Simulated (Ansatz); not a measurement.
# TiGe (model cell, started as zinc blende): a soft mode frozen in, part 2 of 3

Which phase does TiGe (model cell, started as zinc blende) fall into along its unstable mode, and how much energy does it gain?

Ansatz 0.2.0; DFT PBE, scalar-relativistic, plane waves, PAW.

So far, highest frequency on path, mesh or solved points (cm⁻¹): step 2 (phonons on a q mesh) 283. Also lowest frequency on the path (cm⁻¹): step 2 -37.8.

The structure was built from a prototype and need not be the compound's stable phase.

**3. The mode frozen in, largest atomic shift 0 Å**

The mode followed lies at q = (0.25, -0.5, -0.25) with frequency 30.6i cm⁻¹ and is 2-fold degenerate, one of the unstable modes though not the softest. At small amplitude the pattern taken leaves space group no. 122 by a symmetry search on the positions. The undistorted cell that holds it gives the zero of energy on the same k mesh.

System of this step: TiGe (model cell, started as zinc blende). Symmetry: F-43m, No. 216, cubic system. The conventional cell has a = 5.846 Å, b = 5.846 Å, c = 5.846 Å, α = 90.00°, β = 90.00°, γ = 90.00°. Ti has 4 Ge at 2.53 Å nearest. Nearest to Ge lie 4 Ti at 2.53 Å. Farther neighbours, and contacts between anions beyond the nearest, are not listed.

Input file input.yaml:

```yaml
crystal:
  lattice:
    - [0.0, 0.0, -5.8461100778]
    - [5.8461100778, 0.0, 0.0]
    - [2.9230550389, -5.8461100778, -2.9230550389]
  atoms:
    - { symbol: Ti, position: [0.5, 0.5, 0.0] }
    - { symbol: Ti, position: [0.0, 0.0, 0.0] }
    - { symbol: Ti, position: [0.25, 0.75, 0.5] }
    - { symbol: Ti, position: [0.75, 0.25, 0.5] }
    - { symbol: Ge, position: [0.625, 0.625, 0.25] }
    - { symbol: Ge, position: [0.125, 0.125, 0.25] }
    - { symbol: Ge, position: [0.375, 0.875, 0.75] }
    - { symbol: Ge, position: [0.875, 0.375, 0.75] }
kpoints:
  mp_grid: { grid: [6, 6, 6] }
hamiltonian:
  xc: pbe
scf:
  occupations: { method: gaussian, width: 0.01 }
output:
  forces: true
  stress: true
  eigenvalues: true
```

On the command line:

```bash
$ ansatz run input.yaml --threads 4 --pin off --max-ram 7168MiB --backend cpu --events-out ev --progress --plain --runs-dir out
```

Output:

```text
[...]
Crystal: 8 atoms, lattice volume = 199.803 Å³
Basis set: ecut = 420 eV, 3907 PW (Γ), exchange–correlation on 80×80×96 points (8 copies of the dense FFT grid, shifted against one another)
Bands: 63, of which v1, the nominal top of the filled ones, is band 52 counted from 1 (51 counted from 0)
Symmetry: 32 space group operations
[...]
k-points: 30 of 216 (time reversal used)
[...]
k-point 0: bands = [... 48 lower, 6.8768, 6.8768, 7.0287, 7.0287, 7.2744, 7.2868, 7.2868, 8.1276, ... 6 higher]
  k-point 1: bands = [... 48 lower, 6.9002, 6.9002, 6.9140, 6.9140, 7.2824, 7.2824, 7.2954, 8.0591, ... 6 higher]
  k-point 2: bands = [... 48 lower, 6.7826, 6.7826, 6.9903, 6.9903, 7.2758, 7.2758, 7.4112, 7.8717, ... 6 higher]
  k-point 29: bands = [... 48 lower, 6.3962, 6.3962, 6.4772, 6.4772, 8.0377, 8.0377, 8.2190, 8.2190, ... 6 higher]
[key lines of the parts left out:]
SCF converged after 8 iterations
Free energy (F): -27175.243039 eV
Fermi energy:    7.151717 eV
P = ⅓ Tr σ = 0.0000 GPa (0.000 kbar)
```

Run time: 16 s. Hardware: 4 threads of Arm Neoverse N1, shared host; peak memory 0.69 GiB; 60 s of CPU time.

Numbers from this step:

* pressure: 2.12e-5 GPa
* energy from the undistorted cell: 0 meV/atom

The run ends at a pressure of 0.00 GPa.

**4. The mode frozen in, largest atomic shift 0.6 Å**

The atoms are moved along the unstable eigenvector, the largest shift by 0.6 Å, with the cell fixed.

input.yaml, the sections that differ from step 3:

```yaml
crystal:
  lattice:
    - [0.0, 0.0, -5.8461100778]
    - [5.8461100778, 0.0, 0.0]
    - [2.9230550389, -5.8461100778, -2.9230550389]
  atoms:
    - { symbol: Ti, position: [0.5, 0.4023146839, 0.0] }
    - { symbol: Ti, position: [0.0, 0.0976853161, 0.0] }
    - { symbol: Ti, position: [0.3476853161, 0.75, 0.5] }
    - { symbol: Ti, position: [0.6523146839, 0.25, 0.5] }
    - { symbol: Ge, position: [0.6763161737, 0.6763161737, 0.1473676527] }
    - { symbol: Ge, position: [0.0736838263, 0.0736838263, 0.3526323473] }
    - { symbol: Ge, position: [0.3236838263, 0.8236838263, 0.8526323473] }
    - { symbol: Ge, position: [0.9263161737, 0.4263161737, 0.6473676527] }
# kpoints, hamiltonian, scf, output: as in step 3
```

Output:

```text
[...]
Crystal: 8 atoms, lattice volume = 199.803 Å³
Basis set: ecut = 420 eV, 3907 PW (Γ), exchange–correlation on 80×80×96 points (8 copies of the dense FFT grid, shifted against one another)
Bands: 63, of which v1, the nominal top of the filled ones, is band 52 counted from 1 (51 counted from 0)
Symmetry: 8 space group operations
[...]
k-points: 30 of 216 (time reversal used)
[...]
k-point 0: bands = [... 48 lower, 6.3753, 6.7939, 7.0687, 7.3257, 7.3257, 7.3576, 8.0090, 8.1365, ... 5 higher]
  k-point 1: bands = [... 48 lower, 6.5488, 6.6218, 7.1034, 7.3104, 7.4650, 7.4650, 7.8932, 8.0805, ... 5 higher]
  k-point 2: bands = [... 48 lower, 6.5103, 6.8763, 7.1287, 7.1594, 7.7628, 7.9049, 7.9049, 7.9544, ... 5 higher]
  k-point 29: bands = [... 48 lower, 6.9591, 6.9591, 7.1203, 7.1203, 7.9048, 7.9048, 8.1344, 8.1344, ... 5 higher]
[key lines of the parts left out:]
SCF converged after 8 iterations
Free energy (F): -27176.041570 eV
Fermi energy:    7.464413 eV
P = ⅓ Tr σ = -8.4453 GPa (-84.453 kbar)
```

Wall time 14 s (4 threads); peak memory 0.68 GiB.

Numbers from this step:

| Item | Value |
| --- | --- |
| pressure | -8.445 GPa |
| gap on the k-mesh | 0 eV |
| energy from the undistorted cell | -99.81 meV/atom |

The energy, extrapolated to zero smearing, is -99.81 meV/atom against the undistorted cell.

The run ends at a pressure of -8.45 GPa, with forces up to 0.38 eV/Å.

**5. Energy along the mode, all amplitudes (two of the runs are shown above)**

An imaginary frequency means negative curvature, so the energy should fall and then rise again as anharmonic terms take over.

This step gave:

| Property | Result |
| --- | --- |
| depth at the lowest point sampled | 99.81 meV/atom |
| largest atomic shift at that point | 0.6 Å |

Table of energy from the parent by largest atomic shift:

```csv
largest atomic shift (Å),energy from the parent (meV/atom)
0.000,0
0.040,-0.161
0.080,-0.68
0.140,-2.56
0.220,-8.96
0.320,-25.8
0.450,-58.7
0.600,-99.8
```

Displacement at unit largest shift by atom:

| atom | x (Å) | y (Å) | z (Å) | size |
| --- | --- | --- | --- | --- |
| Ti1 | -0.95 | 0.00 | 0.00 | 0.95 |
| Ti2 | 0.95 | 0.00 | 0.00 | 0.95 |
| Ti3 | 0.00 | 0.00 | -0.95 | 0.95 |
| Ti4 | 0.00 | 0.00 | 0.95 | 0.95 |
| Ge5 | 0.00 | 1.00 | 0.00 | 1.00 |
| Ge6 | 0.00 | -1.00 | 0.00 | 1.00 |
| Ge7 | 0.00 | -1.00 | 0.00 | 1.00 |
| Ge8 | 0.00 | 1.00 | 0.00 | 1.00 |

The energy still falls at the last step, so the rise lies beyond the steps tried.

**6. Relaxation from the frozen mode**

Starting from the lowest point found, all atoms and the cell are let go, so that strain and other modes of the same symmetry can join in.

input.yaml, as its differences from that of step 4:

```diff
@@ -24 +24,6 @@
   eigenvalues: true
+relax:
+  adjacent_minimum: "off"
+  f_tol: 0.002
+  max_steps: 120
+  cell: { stress_tol: 0.03 }
```

Output:

```text
[...]
Crystal: 8 atoms, lattice volume = 199.803 Å³
Basis set: ecut = 420 eV, 3907 PW (Γ), exchange–correlation on 80×80×96 points (8 copies of the dense FFT grid, shifted against one another)
Bands: 63, of which v1, the nominal top of the filled ones, is band 52 counted from 1 (51 counted from 0)
Symmetry: 8 space group operations
[...]
k-points: 30 of 216 (time reversal used)
[...]
SCF iter   1: F=—  HF=-27176.043959 eV  |F-HF|=—  |Δ(HF+E_count)|=         —  Δρ=4.30e-3  dr2=2.28e-2  ethr=1.77e-3  ⟨swp⟩=5.9  Hψ=7317  notcnv=0
[...]
SCF iter   8: F=-27176.041570 eV  HF=-27176.041570 eV  |F-HF|=1.01e-8  |Δ(HF+E_count)|=   2.94e-7  Δρ=3.17e-6  dr2=2.34e-8  ethr=9.62e-11  ⟨swp⟩=8.3  Hψ=6722  notcnv=0
SCF 1 converged in 8 iterations: F = -27176.041570 eV  dr2 = 2.34e-8
[...]
relax step   1: F+E_penalty+E_count = -27176.04156966 eV  Δ(F+E_penalty+E_count) = +0.000e0 eV  max|allowed force component| = 3.846e-1 eV/Å  Δτ_max = 0.0000 Å  P = -8.445 GPa  Ω = 199.803 Å³  (8 SCF iters, dr2 threshold 1.00e-7 eV, accepted)
Crystal: 8 atoms, lattice volume = 174.163 Å³
Basis set: ecut = 420 eV, 3427 PW (Γ), exchange–correlation on 80×80×96 points (8 copies of the dense FFT grid, shifted against one another)
[...]
SCF iter   7: F=-27177.425818 eV  HF=-27177.425817 eV  |F-HF|=1.48e-7  |Δ(HF+E_count)|=   3.92e-6  Δρ=1.71e-5  dr2=4.55e-7  ethr=7.69e-10  ⟨swp⟩=5.1  Hψ=7408  notcnv=0
the search or the solves at the SCF's close seem to have found levels that the self-consistency loop had missed (the run counts 1). By its estimate they hold under 1e-12 electrons; where the run keeps them, the occupations were computed again with them
SCF 2 converged in 7 iterations: F = -27177.425818 eV  dr2 = 4.55e-7
[...]
relax step   2: F+E_penalty+E_count = -27177.42581753 eV  Δ(F+E_penalty+E_count) = -1.384e0 eV  max|allowed force component| = 7.590e-1 eV/Å  Δτ_max = 0.1082 Å  P = -3.515 GPa  Ω = 174.163 Å³  energy of the carried Pulay correction = +2.603e-3 eV  (7 SCF iters, dr2 threshold 8.00e-7 eV, accepted)
Crystal: 8 atoms, lattice volume = 156.449 Å³
Basis set: ecut = 420 eV, 3027 PW (Γ), exchange–correlation on 80×80×96 points (8 copies of the dense FFT grid, shifted against one another)
[...]
SCF iter   7: F=-27178.865612 eV  HF=-27178.865612 eV  |F-HF|=9.26e-8  |Δ(HF+E_count)|=   2.80e-6  Δρ=2.11e-5  dr2=6.53e-7  ethr=7.69e-10  ⟨swp⟩=7.2  Hψ=7579  notcnv=0
SCF 3 converged in 7 iterations: F = -27178.865612 eV  dr2 = 6.53e-7
relax step   3: F+E_penalty+E_count = -27178.86561248 eV  Δ(F+E_penalty+E_count) = -1.440e0 eV  max|allowed force component| = 8.673e-1 eV/Å  Δτ_max = 0.1958 Å  P = -1.397 GPa  Ω = 156.449 Å³  energy of the carried Pulay correction = +4.620e-3 eV  (7 SCF iters, dr2 threshold 8.00e-7 eV, accepted)
[... from here on, the SCF cycles and remarks between the steps are left out ...]
relax step   4: F+E_penalty+E_count = -27179.86625398 eV  Δ(F+E_penalty+E_count) = -1.001e0 eV  max|allowed force component| = 1.055e0 eV/Å  Δτ_max = 0.1950 Å  P = -0.536 GPa  Ω = 146.348 Å³  energy of the carried Pulay correction = +5.864e-3 eV  (7 SCF iters, dr2 threshold 8.00e-7 eV, accepted)
relax step   5: F+E_penalty+E_count = -27180.67042337 eV  Δ(F+E_penalty+E_count) = -8.042e-1 eV  max|allowed force component| = 8.528e-1 eV/Å  Δτ_max = 0.1847 Å  P = +1.505 GPa  Ω = 139.778 Å³  energy of the carried Pulay correction = +6.713e-3 eV  (7 SCF iters, dr2 threshold 8.00e-7 eV, accepted)
relax step   6: F+E_penalty+E_count = -27181.07443551 eV  Δ(F+E_penalty+E_count) = -4.040e-1 eV  max|allowed force component| = 2.437e-1 eV/Å  Δτ_max = 0.1950 Å  P = +1.906 GPa  Ω = 138.904 Å³  energy of the carried Pulay correction = +6.828e-3 eV  (7 SCF iters, dr2 threshold 8.00e-7 eV, accepted)
relax step   7: F+E_penalty+E_count = -27181.10152724 eV  Δ(F+E_penalty+E_count) = -2.709e-2 eV  max|allowed force component| = 5.814e-2 eV/Å  Δτ_max = 0.0360 Å  P = +1.044 GPa  Ω = 140.278 Å³  energy of the carried Pulay correction = +6.647e-3 eV  (7 SCF iters, dr2 threshold 8.00e-7 eV, accepted)
relax step   8: F+E_penalty+E_count = -27181.10624527 eV  Δ(F+E_penalty+E_count) = -4.718e-3 eV  max|allowed force component| = 1.577e-2 eV/Å  Δτ_max = 0.0048 Å  P = -0.224 GPa  Ω = 141.964 Å³  energy of the carried Pulay correction = +6.427e-3 eV  (6 SCF iters, dr2 threshold 8.00e-7 eV, accepted)
relax step   9: F+E_penalty+E_count = -27181.10652762 eV  Δ(F+E_penalty+E_count) = -2.824e-4 eV  max|allowed force component| = 3.958e-3 eV/Å  Δτ_max = 0.0028 Å  P = +0.026 GPa  Ω = 141.664 Å³  energy of the carried Pulay correction = +6.466e-3 eV  (6 SCF iters, dr2 threshold 1.45e-7 eV, accepted)
relax step  10: F+E_penalty+E_count = -27181.10654855 eV  Δ(F+E_penalty+E_count) = -2.093e-5 eV  max|allowed force component| = 9.018e-5 eV/Å  Δτ_max = 0.0009 Å  P = +0.000 GPa  Ω = 141.681 Å³  energy of the carried Pulay correction = +6.463e-3 eV  (6 SCF iters, dr2 threshold 6.52e-9 eV, accepted)
Basis set: ecut = 420 eV, 2775 PW (Γ), exchange–correlation on 72×72×96 points (8 copies of the dense FFT grid, shifted against one another)
[...]
SCF iter   7: F=-27181.098648 eV  HF=-27181.098648 eV  |F-HF|=7.28e-12  |Δ(HF+E_count)|=  4.37e-11  Δρ=1.45e-7  dr2=1.57e-11  ethr=1.00e-12  ⟨swp⟩=5.8  Hψ=7850  notcnv=0
SCF 11 converged in 7 iterations: F = -27181.098648 eV  dr2 = 1.57e-11
relax step  11: F+E_penalty+E_count = -27181.09864776 eV  Δ(F+E_penalty+E_count) = +7.901e-3 eV  max|allowed force component| = 2.005e-4 eV/Å  Δτ_max = 0.0000 Å  P = +0.002 GPa  Ω = 141.681 Å³  stress off target by 1.19e-2 GPa  SCF on the basis re-selected at this cell (its energy is not comparable with the rows above)  (7 SCF iters)
basis re-selected at this cell: Δ(F+E_penalty+E_count) = +7.901e-3 eV, ΔP = +0.002 GPa vs the last step (what re-selecting the basis moved, of the pressure what is left beyond the Pulay correction that the steps carried, after the strain that the cell walked since its last selection, with what the two solves' SCF thresholds leave and, on support functions, any second-order correction that the steps lacked; it is no measure of the basis error at this ecutwfc). The dense FFT grid was sized anew with the basis: this SCF ran on 36×36×48 points, the steps before it on 40×40×48, so part of this shift can come from that change (see relax.cell in the input reference). [rest of the remark cut]
SCF converged after 7 iterations
Free energy (F): -27181.098648 eV
[...]
Internal energy: -27181.097945 eV  (E = F + TS)
E sigma→0 (E₀):  -27181.098296 eV
Entropy (-TS):   -0.000703 eV (-0.088 meV/atom)
Fermi energy:    12.069992 eV
[...]
--- Forces (eV/Å), atoms counted from 1 ---
  atom   1  Ti    -0.00000478     0.00000000     0.00000000
  atom   2  Ti     0.00000478    -0.00000000    -0.00000000
  atom   3  Ti     0.00000000    -0.00000000    -0.00000478
  atom   4  Ti     0.00000000     0.00000000     0.00000478
  atom   5  Ge     0.00000000     0.00020050     0.00000000
  atom   6  Ge     0.00000000    -0.00020050     0.00000000
  atom   7  Ge    -0.00000000    -0.00020050    -0.00000000
  atom   8  Ge    -0.00000000     0.00020050    -0.00000000
  max |Σ_I F_I| component: 8.67e-18 eV/Å
--- Stress (GPa, compression-positive) ---
       -0.002348       0.000000      -0.000000
        0.000000       0.011939      -0.000000
       -0.000000      -0.000000      -0.002348
  P = ⅓ Tr σ = 0.0024 GPa (0.024 kbar)
--- Band table (eV; the first three rows and the last of 30) ---
  k-point 0: bands = [... 48 lower, 9.9587, 10.6387, 11.0787, 11.2397, 12.2166, 12.2166, 12.9503, 14.4777, ... 7 higher]
  k-point 1: bands = [... 48 lower, 10.1338, 10.7203, 11.0517, 11.2545, 12.0625, 12.0625, 13.0219, 14.1544, ... 7 higher]
  k-point 2: bands = [... 48 lower, 10.6199, 10.7851, 10.9291, 11.2954, 11.7417, 11.7417, 13.2310, 13.7210, ... 7 higher]
  k-point 29: bands = [... 48 lower, 12.1851, 12.1851, 12.5391, 12.5391, 12.7158, 12.7158, 13.0429, 13.0429, ... 7 higher]
--- Relaxed structure (10 steps of the walk, 10 accepted, 1 SCFs on fresh bases) ---
  F+E_penalty+E_count = -27181.09864776 eV   max|allowed force component| = 2.005e-4 eV/Å   (the final SCF, on the basis selected at the relaxed cell)
  cell:  # Å, volume = 141.6810 Å³
    - [0.0, 0, -4.914689]
    - [4.914689, 0, 0.0]
    - [2.457344, -5.865697, -2.457344]
  atoms:
    - { symbol: Ti, position: [0.500000, 0.250000, 1.483656e-19] }
    - { symbol: Ti, position: [-1.557839e-18, 0.250000, 1.483656e-19] }
    - { symbol: Ti, position: [0.500000, 0.750000, 0.5] }
    - { symbol: Ti, position: [0.500000, 0.250000, 0.5] }
    - { symbol: Ge, position: [0.704948, 0.704948, 0.090104] }
    - { symbol: Ge, position: [0.045052, 0.045052, 0.409896] }
    - { symbol: Ge, position: [0.295052, 0.795052, 0.909896] }
    - { symbol: Ge, position: [0.954948, 0.454948, 0.590104] }
```

It took 3.2 min on 4 threads; peak memory 0.74 GiB.

[end of part 2 of 3]

[Long decimals in the printed logs are rounded to 6 places.]

[Logs are printed without paths, hosts, clocks, repeated set-up lines and the standing remarks that a program may print on its own settings, such as how far it seeks lower states.]

[Hosts, paths, dates, database ids (printed as entryN), source tags and the programs' standing remarks are cut or masked in the printed files.]

[Where the starting crystal was built by hand or by swapping elements, it need not be the compound's stable phase.]
